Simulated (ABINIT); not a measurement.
An input for ABINIT 10.8.3 (BaTiO3 (P4mm)):

```
acell 3*1.0 Angstrom
rprim 
  3.999800000000 0.000000000000 0.000000000000
  0.000000000000 3.999800000000 0.000000000000
  0.000000000000 0.000000000000 4.018000000000
ntypat 3
znucl 56 22 8
natom 5
typat 1 2 3 3 3
xred 
  0.000000000000 0.000000000000 0.000000000000
  0.500000000000 0.500000000000 0.490000000000
  0.500000000000 0.500000000000 0.019000000000
  0.500000000000 0.000000000000 0.517000000000
  0.000000000000 0.500000000000 0.517000000000
pp_dirpath "pseudos"
pseudos "Ba.upf, Ti.upf, O.upf"
ecut 38
ngkpt 4 4 4
nshiftk 1
shiftk 0 0 0
kptopt 1
chksymbreak 0
iscf -2
irdden 1
istwfk *1
nband 89
nbdbuf 8
tolwfr 1e-09
nstep 60
prtvol 0
indata_prefix "in"
outdata_prefix "out"
tmpdata_prefix "tmp"
```

The database entry behind the starting cell differs from later determinations by our own check (c/a about 0.6 % short), so it need not match the best structure at ambient conditions.

```sh
OMP_NUM_THREADS=1 mpirun -n 8 abinit run.abi > log
```

How long will it take on 8 MPI ranks of Arm Neoverse V2, shared host, and how much memory?

It took 31 s; on shared hardware allow 16 s to 63 s. Peak host memory was 0.64 GiB.

[Paths, hosts, dates, memory and timing lines, banners, echoed tables and standing remarks are left out of the program output.]

[Logs are printed without paths, hosts, clocks, repeated set-up lines and the standing remarks that a program may print on its own settings, such as how far it seeks lower states.]

[Runs of the session that timed out or met a known fault of the program may be left out.]

[Hosts, paths, dates, database ids (printed as entryN), source tags and the programs' standing remarks are cut or masked in the printed files.]

[G0W0 gaps are taken among the corrected bands and points alone; a level outside them can change the order at an edge.]

[Where Ansatz stands beside ABINIT at settings called matched, ABINIT's density can come from a denser mesh and the files from another edition; pairs whose starting gaps differed by over 0.03 eV were left out, so agreement reads better than it is.]
